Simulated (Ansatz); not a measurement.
# InSb wire along [111], 26 atoms a period, H-terminated: bands by functional

Aim: is the InSb wire along [111], 26 atoms a period, H-terminated a metal or a semiconductor?

Method: DFT PBE, plane waves, PAW; relaxation of a wire's period; PAW set soft_1, in the first sound run; inputs show where later runs differ, in Ansatz 0.2.0.

## 1. The starting structure

The cell holds 56 atoms: 13 In, 13 Sb and 30 H. Its edges and angles: a = 19.083 Å, b = 18.248 Å, c = 11.483 Å, α = 90.0°, β = 90.0°, γ = 90.0°. Vacuum lies along a and b. The structure's axis is c.

## 2. Relaxing the period

Band widths follow the bond lengths, so the wire is relaxed first. The atoms and the third cell vector are free; the box across stays fixed as vacuum. A Fermi-Dirac smearing is set since the result may be a metal. The pressure printed is a third of the stress's trace over the whole box, vacuum included; only the stress along the axis is relaxed.

File input.yaml:

```yaml
crystal:
  lattice:
    - [19.083, 0.0, 0.0]
    - [0.0, 18.248, 0.0]
    - [0.0, 0.0, 11.4834968542]
  atoms:
    - { symbol: In, position: [0.37716412, 0.426615863, 0.0] }
    - { symbol: In, position: [0.49999905, 0.649107601, 0.0] }
    - { symbol: Sb, position: [0.37716412, 0.426615863, 0.25] }
    - { symbol: Sb, position: [0.49999905, 0.649107601, 0.25] }
    - { symbol: Sb, position: [0.622833981, 0.426615863, 0.25] }
    - { symbol: H, position: [0.301003982, 0.620926812, 0.281664983] }
    - { symbol: H, position: [0.49999905, 0.260485702, 0.281664983] }
    - { symbol: H, position: [0.698994119, 0.620926812, 0.281664983] }
    - { symbol: H, position: [0.302287579, 0.381407735, 0.300797535] }
    - { symbol: H, position: [0.49999905, 0.739523856, 0.300797535] }
    - { symbol: H, position: [0.697710521, 0.381407735, 0.300797535] }
    - { symbol: In, position: [0.37716412, 0.574943688, 0.333333333] }
    - { symbol: In, position: [0.49999905, 0.35245195, 0.333333333] }
    - { symbol: In, position: [0.622833981, 0.574943688, 0.333333333] }
    - { symbol: Sb, position: [0.37716412, 0.574943688, 0.583333333] }
    - { symbol: Sb, position: [0.49999905, 0.35245195, 0.583333333] }
    - { symbol: Sb, position: [0.622833981, 0.574943688, 0.583333333] }
    - { symbol: H, position: [0.178169051, 0.546762899, 0.614998317] }
    - { symbol: H, position: [0.254329189, 0.408813527, 0.614998317] }
    - { symbol: H, position: [0.301003982, 0.324271161, 0.614998317] }
    - { symbol: H, position: [0.301003982, 0.769254638, 0.614998317] }
    - { symbol: H, position: [0.37716412, 0.186321789, 0.614998317] }
    - { symbol: H, position: [0.453324258, 0.769254638, 0.614998317] }
    - { symbol: H, position: [0.546673843, 0.769254638, 0.614998317] }
    - { symbol: H, position: [0.622833981, 0.186321789, 0.614998317] }
    - { symbol: H, position: [0.698994119, 0.769254638, 0.614998317] }
    - { symbol: H, position: [0.698994119, 0.324271161, 0.614998317] }
    - { symbol: H, position: [0.745668911, 0.408813527, 0.614998317] }
    - { symbol: H, position: [0.821829049, 0.546762899, 0.614998317] }
    - { symbol: In, position: [0.254329189, 0.500779775, 0.666666667] }
    - { symbol: In, position: [0.37716412, 0.278288037, 0.666666667] }
    - { symbol: In, position: [0.37716412, 0.723271514, 0.666666667] }
    - { symbol: In, position: [0.49999905, 0.500779775, 0.666666667] }
    - { symbol: In, position: [0.622833981, 0.723271514, 0.666666667] }
    - { symbol: In, position: [0.622833981, 0.278288037, 0.666666667] }
    - { symbol: In, position: [0.745668911, 0.500779775, 0.666666667] }
    - { symbol: Sb, position: [0.254329189, 0.500779775, 0.916666667] }
    - { symbol: Sb, position: [0.37716412, 0.278288037, 0.916666667] }
    - { symbol: Sb, position: [0.37716412, 0.723271514, 0.916666667] }
    - { symbol: Sb, position: [0.49999905, 0.500779775, 0.916666667] }
    - { symbol: Sb, position: [0.622833981, 0.723271514, 0.916666667] }
    - { symbol: Sb, position: [0.622833981, 0.278288037, 0.916666667] }
    - { symbol: Sb, position: [0.745668911, 0.500779775, 0.916666667] }
    - { symbol: H, position: [0.179452649, 0.455571648, 0.967464202] }
    - { symbol: H, position: [0.254329189, 0.591196031, 0.967464202] }
    - { symbol: H, position: [0.302287579, 0.233079909, 0.967464202] }
    - { symbol: H, position: [0.302287579, 0.678063387, 0.967464202] }
    - { symbol: H, position: [0.37716412, 0.813687769, 0.967464202] }
    - { symbol: H, position: [0.45204066, 0.233079909, 0.967464202] }
    - { symbol: H, position: [0.54795744, 0.233079909, 0.967464202] }
    - { symbol: H, position: [0.622833981, 0.813687769, 0.967464202] }
    - { symbol: H, position: [0.697710521, 0.678063387, 0.967464202] }
    - { symbol: H, position: [0.697710521, 0.233079909, 0.967464202] }
    - { symbol: H, position: [0.745668911, 0.591196031, 0.967464202] }
    - { symbol: H, position: [0.820545451, 0.455571648, 0.967464202] }
    - { symbol: In, position: [0.622833981, 0.426615863, 0.0] }
kpoints:
  mp_grid: { grid: [1, 1, 7] }
scf:
  occupations: { method: fermi_dirac, width: 0.05 }
hamiltonian:
  xc: pbe
  pseudopotentials: { kind: paw, azcp: { folder: soft_1 } }
relax:
  cell: { fix: [a, b, alpha, beta, gamma] }
  max_steps: 45
  f_tol: 0.03
```

Launch:

```sh
ansatz run input.yaml --threads 4 --pin off --max-ram 16384MiB --backend cpu --events-out ev --progress --plain --runs-dir out
```

Numbers of over 12 decimals in the logs are rounded to 6 here.

Output:

```text
Engine: ansatz 0.2.0, aarch64-unknown-linux-gnu
Pseudopotentials: kind: paw
Pseudopotential: In, paw, valence charge 13, recommended cutoff 420 eV (normal), soft_1/In.paw.azcp
Pseudopotential: Sb, paw, valence charge 15, recommended cutoff 420 eV (normal), soft_1/Sb.paw.azcp
Pseudopotential: H, paw, valence charge 1, recommended cutoff 420 eV (normal), soft_1/H.paw.azcp
Functional definition: PBE
  parameter kappa = 0.804
  parameter beta = 0.066725
  exchange = pbe_x(kappa = kappa, mu = beta*pi^2/3)
  correlation = pbe_c(beta = beta)
Crystal: 56 atoms, lattice volume = 3998.859 Å³
Basis set: ecut = 420 eV, 78121 PW (Γ), exchange–correlation on 256×250×160 points (8 copies of the dense FFT grid, shifted against one another)
Bands: 253, of which v1, the nominal top of the filled ones, is band 197 counted from 1 (196 counted from 0)
Symmetry: 2 space group operations
Space group: Pm (ITA 6), of the structure as read, at distance tolerance 1.6e-4 Å
k-points: 4 of 7 (time reversal used)
Non-local potential: In, projectors of the file, l = 0: 2, l = 1: 2, l = 2: 2, l = 3: 1
Non-local potential: Sb, projectors of the file, l = 0: 2, l = 1: 2, l = 2: 2, l = 3: 1
Non-local potential: H, projectors of the file, l = 0: 2, l = 1: 1
PAW form: soft (Blöchl's): semilocal exchange-correlation on the pseudo side does not see the compensation charge
PAW one-centre angular grid: In, 590 points (default); XC on 64 Gauss nodes
PAW one-centre angular grid: Sb, 590 points (default); XC on 64 Gauss nodes
PAW one-centre angular grid: H, 110 points (default); XC on 64 Gauss nodes
Initial density: superposition of atomic densities (neutral atoms: chi_scale 0, normalization atom)
Initial wavefunctions: pseudopotential atomic-orbital guess
Functional: x = pbe(κ = 0.804, μ = 0.219515), c = pbe(β = 0.066725)
SCF iter   1: F=—  HF=-157543.958346 eV  |F-HF|=—  |Δ(HF+E_count)|=         —  Δρ=2.59e-2  dr2=3.40e1  ethr=3.10e-3  ⟨swp⟩=7.0  Hψ=3689  notcnv=0  defer=92
preconditioner: auto → Resta (q_TF=auto, 1.854 Å⁻¹)  ε∞=1.6  [insulator: Δε(μ)=1.593 eV  Ē_g=12.643 eV  σ=0.050 eV  W_gap=1.00  n_scr=446 (ndim 8)  ℏωp=9.5 eV  f_vac=0.626  D(μ)=0.00/eV (n_scr^D=0)  ε∞_Penn≈1.6  vacuum switching on, ρ_ref=1.2e-2 e/Å³]
SCF iter   2: F=—  HF=-157534.800444 eV  |F-HF|=—  |Δ(HF+E_count)|=    9.16e0  Δρ=9.13e-3  dr2=5.10e0  ethr=3.10e-3  ⟨swp⟩=3.8  Hψ=1577  notcnv=0  defer=191
SCF iter   3: F=—  HF=-157533.969018 eV  |F-HF|=—  |Δ(HF+E_count)|=   8.31e-1  Δρ=4.40e-3  dr2=1.57e0  ethr=1.30e-3  ⟨swp⟩=4.0  Hψ=1131  notcnv=0  defer=191
SCF iter   4: F=—  HF=-157533.727583 eV  |F-HF|=—  |Δ(HF+E_count)|=   2.41e-1  Δρ=1.33e-3  dr2=2.02e-1  ethr=3.97e-4  ⟨swp⟩=4.2  Hψ=1303  notcnv=0  defer=188
SCF iter   5: F=—  HF=-157533.704569 eV  |F-HF|=—  |Δ(HF+E_count)|=   2.30e-2  Δρ=4.69e-4  dr2=1.30e-2  ethr=5.13e-5  ⟨swp⟩=4.0  Hψ=1155  notcnv=0  defer=188
SCF iter   6: F=—  HF=-157533.705962 eV  |F-HF|=—  |Δ(HF+E_count)|=   1.39e-3  Δρ=2.25e-4  dr2=2.58e-3  ethr=3.31e-6  ⟨swp⟩=2.0  Hψ=1354  notcnv=0  defer=188
SCF iter   7: F=—  HF=-157533.706546 eV  |F-HF|=—  |Δ(HF+E_count)|=   5.84e-4  Δρ=8.01e-5  dr2=3.05e-4  ethr=6.54e-7  ⟨swp⟩=2.0  Hψ=1051  notcnv=0  defer=188
SCF iter   8: F=—  HF=-157533.706742 eV  |F-HF|=—  |Δ(HF+E_count)|=   1.96e-4  Δρ=2.22e-5  dr2=3.56e-5  ethr=7.73e-8  ⟨swp⟩=2.0  Hψ=1093  notcnv=0  defer=188
SCF iter   9: F=—  HF=-157533.706031 eV  |F-HF|=—  |Δ(HF+E_count)|=   7.11e-4  Δρ=8.51e-6  dr2=5.54e-6  ethr=9.05e-9  ⟨swp⟩=2.0  Hψ=1245  notcnv=0  defer=188
SCF iter  10: F=—  HF=-157533.706034 eV  |F-HF|=—  |Δ(HF+E_count)|=   3.13e-6  Δρ=3.25e-6  dr2=6.51e-7  ethr=1.40e-9  ⟨swp⟩=2.0  Hψ=1269  notcnv=0  defer=188
SCF iter  11: F=—  HF=-157533.706035 eV  |F-HF|=—  |Δ(HF+E_count)|=   6.10e-7  Δρ=1.32e-6  dr2=1.34e-7  ethr=2.54e-11  ⟨swp⟩=5.0  Hψ=3344  notcnv=0
SCF iter  12: F=-157533.706035 eV  HF=-157533.706035 eV  |F-HF|=1.34e-9  |Δ(HF+E_count)|=   8.12e-8  Δρ=4.23e-7  dr2=1.45e-8  ethr=2.54e-11  ⟨swp⟩=5.0  Hψ=3159  notcnv=0
SCF 1 converged in 12 iterations: F = -157533.706035 eV  dr2 = 1.45e-8
  greatest PAW one-centre occupation: 0.995 electrons in one spin orbital (limit 2), on the Sb atom at site 40 (counted from 0), in its partial waves of l = 2
relax step   1: F+E_penalty+E_count = -157533.70603496 eV  Δ(F+E_penalty+E_count) = +0.000e0 eV  max|allowed force component| = 1.085e0 eV/Å  Δτ_max = 0.0000 Å  P = -0.210 GPa  Ω = 3998.859 Å³  fix = [a, b, alpha, beta, gamma]  reactions: a -0.312, b -0.311 GPa; alpha -0.001 GPa/rad  (12 SCF iters, dr2 threshold 1.00e-7 eV, accepted)
Crystal: 56 atoms, lattice volume = 4003.060 Å³
Basis set: ecut = 420 eV, 78209 PW (Γ), exchange–correlation on 256×250×160 points (8 copies of the dense FFT grid, shifted against one another)
Initial density: handed on by an earlier stage of this run
Initial wavefunctions: those handed on with the density
iter 1 solved again at ethr=3.41e-4 eV; its pass at ethr=3.10e-3 eV (dr2=1.34e0 eV) is discarded
SCF iter   1: F=—  HF=-157536.466281 eV  |F-HF|=—  |Δ(HF+E_count)|=         —  Δρ=5.01e-3  dr2=1.34e0  ethr=3.41e-4  ⟨swp⟩=6.8  Hψ=4823  notcnv=0
preconditioner: auto → Resta (q_TF=auto, 1.854 Å⁻¹)  ε∞=1.6  [insulator: Δε(μ)=1.432 eV  Ē_g=12.650 eV  σ=0.050 eV  W_gap=1.00  n_scr=446 (ndim 8)  ℏωp=9.5 eV  f_vac=0.659  D(μ)=0.00/eV (n_scr^D=0)  ε∞_Penn≈1.6  vacuum switching on, ρ_ref=1.2e-2 e/Å³]
SCF iter   2: F=—  HF=-157536.115008 eV  |F-HF|=—  |Δ(HF+E_count)|=   3.51e-1  Δρ=2.62e-3  dr2=2.28e-1  ethr=3.41e-4  ⟨swp⟩=8.0  Hψ=2001  notcnv=0
SCF iter   3: F=—  HF=-157536.090772 eV  |F-HF|=—  |Δ(HF+E_count)|=   2.42e-2  Δρ=1.18e-3  dr2=5.84e-2  ethr=5.78e-5  ⟨swp⟩=4.0  Hψ=1904  notcnv=0  defer=188
SCF iter   4: F=—  HF=-157536.084771 eV  |F-HF|=—  |Δ(HF+E_count)|=   6.00e-3  Δρ=3.10e-4  dr2=5.66e-3  ethr=1.48e-5  ⟨swp⟩=2.2  Hψ=1062  notcnv=0  defer=188
SCF iter   5: F=—  HF=-157536.084586 eV  |F-HF|=—  |Δ(HF+E_count)|=   1.85e-4  Δρ=7.58e-5  dr2=3.65e-4  ethr=1.44e-6  ⟨swp⟩=2.0  Hψ=1352  notcnv=0  defer=188
SCF iter   6: F=—  HF=-157536.083859 eV  |F-HF|=—  |Δ(HF+E_count)|=   7.28e-4  Δρ=2.75e-5  dr2=1.00e-4  ethr=9.27e-8  ⟨swp⟩=2.0  Hψ=1540  notcnv=0  defer=188
SCF iter   7: F=—  HF=-157536.083858 eV  |F-HF|=—  |Δ(HF+E_count)|=   1.39e-7  Δρ=1.15e-5  dr2=1.16e-5  ethr=2.55e-8  ⟨swp⟩=2.0  Hψ=1032  notcnv=0  defer=188
SCF iter   8: F=-157536.083861 eV  HF=-157536.083860 eV  |F-HF|=6.87e-7  |Δ(HF+E_count)|=   1.55e-6  Δρ=4.54e-6  dr2=7.08e-7  ethr=1.42e-9  ⟨swp⟩=5.0  Hψ=3143  notcnv=0
SCF 2 converged in 8 iterations: F = -157536.083861 eV  dr2 = 7.08e-7
[...]
E sigma→0 (E₀):  -157536.887081 eV
Fermi energy:    -1.554341 eV
--- Per-component energies (eV) ---
  E_band       = -6890.804270
  E_kinetic    = 5331.379073
  E_local      = -165079.253954  (includes V_loc(G=0)·N_el)
  E_nonlocal   = 9350.568259
  E_hartree    = 77238.822936
  E_xc         = -3374.508922
  E_vxc        = -2639.795310  (∫ρ·V_xc dr)
  E_paw        = -113842.584517  (= ΣΔE_a)
  E_vpaw       = -8331.320448  (= ΣTr[D̂ρ^β])
  E_aug_tail   = -0.022507  (compensation charges beyond the density's cutoff)
  E_ewald      = 32838.712551
  E_smearing   = -0.000000  (= −TS)
  E_closure    = 0.000000  (closes the sum)
  Σ components = -157536.887081   (vs F -157536.887081, Δ=0.00e0)
--- Forces (eV/Å), atoms counted from 1 ---
  atom   1  In     0.00391135     0.00217767    -0.00431297
  atom   2  In     0.00000000    -0.00429853    -0.00438218
  atom   3  Sb    -0.00094785    -0.00058965     0.00134198
  atom   4  Sb     0.00000000     0.00106702     0.00130775
  atom   5  Sb     0.00094785    -0.00058965     0.00134198
  atom   6  H     -0.00282833     0.00161073    -0.00082856
  atom   7  H      0.00000000    -0.00324466    -0.00078885
  atom   8  H      0.00282833     0.00161073    -0.00082856
  atom   9  H      0.00084237     0.00051499    -0.00108787
  atom  10  H      0.00000000    -0.00099116    -0.00108935
  atom  11  H     -0.00084237     0.00051499    -0.00108787
  atom  12  In    -0.00207996     0.00125114    -0.00017954
  atom  13  In     0.00000000    -0.00234714    -0.00027862
  atom  14  In     0.00207996     0.00125114    -0.00017954
  atom  15  Sb    -0.00011484     0.00005337    -0.00452696
  atom  16  Sb     0.00000000    -0.00003504    -0.00467395
  atom  17  Sb     0.00011484     0.00005337    -0.00452696
  atom  18  H      0.00087102     0.00186918    -0.00033294
  atom  19  H      0.00063799     0.00164142    -0.00132988
  atom  20  H      0.00188880    -0.00038003    -0.00134415
  atom  21  H     -0.00114897    -0.00173430    -0.00031632
  atom  22  H      0.00211205    -0.00021080    -0.00026619
  atom  23  H     -0.00120389    -0.00141356    -0.00138853
  atom  24  H      0.00120389    -0.00141356    -0.00138853
  atom  25  H     -0.00211205    -0.00021080    -0.00026619
  atom  26  H      0.00114897    -0.00173430    -0.00031632
  atom  27  H     -0.00188880    -0.00038003    -0.00134415
  atom  28  H     -0.00063799     0.00164142    -0.00132988
  atom  29  H     -0.00087102     0.00186918    -0.00033294
  atom  30  In    -0.00088230    -0.00465772     0.00160721
  atom  31  In    -0.00475270     0.00158071     0.00178143
  atom  32  In     0.00377195     0.00320397     0.00175259
  atom  33  In     0.00000000     0.00000638     0.00270942
  atom  34  In    -0.00377195     0.00320397     0.00175259
  atom  35  In     0.00475270     0.00158071     0.00178143
  atom  36  In     0.00088230    -0.00465772     0.00160721
  atom  37  Sb     0.00044739    -0.00302413     0.00244271
  atom  38  Sb    -0.00234766     0.00195758     0.00218004
  atom  39  Sb     0.00318289     0.00083402     0.00175827
  atom  40  Sb     0.00000000     0.00011212     0.01261963
[...]
atom  45  H     -0.00095466     0.00078718    -0.00048316
  atom  46  H      0.00057138    -0.00180662     0.00040879
  atom  47  H     -0.00104341     0.00095337    -0.00021873
  atom  48  H     -0.00222170     0.00019124     0.00062349
  atom  49  H      0.00011532    -0.00117279    -0.00035050
  atom  50  H     -0.00011532    -0.00117279    -0.00035050
  atom  51  H      0.00222170     0.00019124     0.00062349
  atom  52  H      0.00104341     0.00095337    -0.00021873
  atom  53  H     -0.00057138    -0.00180662     0.00040879
  atom  54  H      0.00095466     0.00078718    -0.00048316
  atom  55  H      0.00127003     0.00122810     0.00035583
  atom  56  In    -0.00391135     0.00217767    -0.00431297
  max |Σ_I F_I| component: 4.04e-6 eV/Å
--- Stress (GPa, compression-positive) ---
        0.002377       0.000000       0.000000
        0.000000       0.001700       0.000269
        0.000000       0.000269       0.001072
  P = ⅓ Tr σ = 0.0017 GPa (0.017 kbar)
--- Relaxed structure (10 steps of the walk, 10 accepted, 1 SCFs on fresh bases) ---
  F+E_penalty+E_count = -157536.88708079 eV   max|allowed force component| = 1.262e-2 eV/Å   (the final SCF, on the basis selected at the relaxed cell)
  cell:  # Å, volume = 3972.0108 Å³
    - [19.083, 0.0, 0.0]
    - [0.0, 18.248, 0]
    - [0.0, 0, 11.406398]
  atoms:
    - { symbol: In, position: [0.380564, 0.428790, 0.010486] }
    - { symbol: In, position: [0.500000, 0.645141, 0.010401] }
    - { symbol: Sb, position: [0.386935, 0.432507, 0.259388] }
    - { symbol: Sb, position: [0.500000, 0.637324, 0.259320] }
    - { symbol: Sb, position: [0.613065, 0.432507, 0.259388] }
    - { symbol: H, position: [0.297939, 0.622702, 0.276404] }
    - { symbol: H, position: [0.500000, 0.256733, 0.276422] }
    - { symbol: H, position: [0.702061, 0.622702, 0.276404] }
    - { symbol: H, position: [0.311546, 0.386960, 0.296549] }
    - { symbol: H, position: [0.500000, 0.728338, 0.296672] }
    - { symbol: H, position: [0.688454, 0.386960, 0.296549] }
    - { symbol: In, position: [0.368475, 0.580216, 0.345932] }
    - { symbol: In, position: [0.500000, 0.341907, 0.345831] }
    - { symbol: In, position: [0.631525, 0.580216, 0.345932] }
    - { symbol: Sb, position: [0.373537, 0.577148, 0.594134] }
    - { symbol: Sb, position: [0.500000, 0.348046, 0.594055] }
    - { symbol: Sb, position: [0.626463, 0.577148, 0.594134] }
    - { symbol: H, position: [0.176908, 0.581483, 0.635922] }
    - { symbol: H, position: [0.233580, 0.421920, 0.602492] }
    - { symbol: H, position: [0.301541, 0.298556, 0.602053] }
    - { symbol: H, position: [0.271587, 0.752972, 0.635914] }
    - { symbol: H, position: [0.405459, 0.167693, 0.636357] }
    - { symbol: H, position: [0.432140, 0.781384, 0.602182] }
    - { symbol: H, position: [0.567860, 0.781384, 0.602182] }
    - { symbol: H, position: [0.594541, 0.167693, 0.636357] }
    - { symbol: H, position: [0.728413, 0.752972, 0.635914] }
    - { symbol: H, position: [0.698459, 0.298556, 0.602053] }
    - { symbol: H, position: [0.766420, 0.421920, 0.602492] }
    - { symbol: H, position: [0.823092, 0.581483, 0.635922] }
    - { symbol: In, position: [0.239235, 0.512721, 0.645236] }
    - { symbol: In, position: [0.379583, 0.258531, 0.645296] }
    - { symbol: In, position: [0.359731, 0.731064, 0.645186] }
    - { symbol: In, position: [0.500000, 0.500788, 0.656517] }
    - { symbol: In, position: [0.640269, 0.731064, 0.645186] }
    - { symbol: In, position: [0.620417, 0.258531, 0.645296] }
    - { symbol: In, position: [0.760765, 0.512721, 0.645236] }
    - { symbol: Sb, position: [0.259315, 0.493829, 0.902431] }
    - { symbol: Sb, position: [0.373798, 0.286457, 0.902345] }
    - { symbol: Sb, position: [0.385464, 0.722346, 0.902354] }
    - { symbol: Sb, position: [0.500000, 0.500869, 0.912417] }
    - { symbol: Sb, position: [0.614536, 0.722346, 0.902354] }
    - { symbol: Sb, position: [0.626202, 0.286457, 0.902345] }
    - { symbol: Sb, position: [0.740685, 0.493829, 0.902431] }
    - { symbol: H, position: [0.190985, 0.449429, 0.969410] }
    - { symbol: H, position: [0.248516, 0.573805, 0.978639] }
    - { symbol: H, position: [0.302906, 0.246666, 0.969288] }
    - { symbol: H, position: [0.313856, 0.691986, 0.978474] }
    - { symbol: H, position: [0.387961, 0.806410, 0.969369] }
    - { symbol: H, position: [0.434674, 0.236686, 0.978474] }
    - { symbol: H, position: [0.565326, 0.236686, 0.978474] }
    - { symbol: H, position: [0.612039, 0.806410, 0.969369] }
    - { symbol: H, position: [0.686144, 0.691986, 0.978474] }
    - { symbol: H, position: [0.697094, 0.246666, 0.969288] }
    - { symbol: H, position: [0.751484, 0.573805, 0.978639] }
    - { symbol: H, position: [0.809015, 0.449429, 0.969410] }
    - { symbol: In, position: [0.619436, 0.428790, 0.010486] }
[key lines of the parts left out:]
SCF converged after 5 iterations
Free energy (F): -157536.887081 eV
```

Run time: 27 min. Hardware: 4 threads of Arm Neoverse V1, shared host; peak memory 11 GiB; 1.8 h of CPU time.

Relaxation path:

| step | energy less that of the first step (eV) | largest force component (eV/Å) | pressure (GPa) | volume (Å³) |
| --- | --- | --- | --- | --- |
| 1 | 0.0000 | 1.0850 | -0.21 | 3998.86 |
| 2 | -2.3778 | 0.3454 | 0.00 | 4003.06 |
| 3 | -2.9462 | 0.1137 | -0.01 | 4000.53 |
| 4 | -3.0497 | 0.0857 | -0.02 | 3993.38 |
| 5 | -3.1191 | 0.0532 | 0.01 | 3974.84 |
| 6 | -3.1556 | 0.0711 | 0.00 | 3971.91 |
| 7 | -3.1780 | 0.0643 | -0.02 | 3965.44 |
| 8 | -3.1818 | 0.0388 | 0.01 | 3967.36 |
| 9 | -3.1823 | 0.0440 | 0.00 | 3973.81 |
| 10 | -3.1837 | 0.0126 | 0.00 | 3972.01 |
| 11* | -3.1810 | 0.0126 | 0.00 | 3972.01 |

Relaxation steps marked * repeat the geometry before them on a plane-wave basis chosen anew for their cell, so energy and pressure can jump there.

The run keeps the 2 symmetry operations that it works with, so distortions that break them were not tested.

| cell as run | before | after | change |
| --- | --- | --- | --- |
| c (Å) | 11.483 | 11.406 | -0.7 % |

The atoms that moved most (Å, along periodic axes as changes of fractional coordinates times the final cell, across vacuum about the mean position):

```
atom      dx      dy      dz  length
 H25  -0.540  -0.340   0.244   0.683
 H22   0.540  -0.340   0.244   0.683
 H21  -0.561  -0.297   0.239   0.678
 H26   0.561  -0.297   0.239   0.678
 H29   0.024   0.634   0.239   0.677
 H18  -0.024   0.634   0.239   0.677
 H27  -0.010  -0.469  -0.148   0.492
 H20   0.010  -0.469  -0.148   0.492
```

Numbers from this step:

```
cell length along the wire : 11.41 Å
```

The cell's length comes to 11.406 Å with spin left out.

[end of part 1 of 2]

[Logs are printed without paths, hosts, clocks, repeated set-up lines and the standing remarks that a program may print on its own settings, such as how far it seeks lower states.]

[Hosts, paths, dates, database ids (printed as entryN), source tags and the programs' standing remarks are cut or masked in the printed files.]
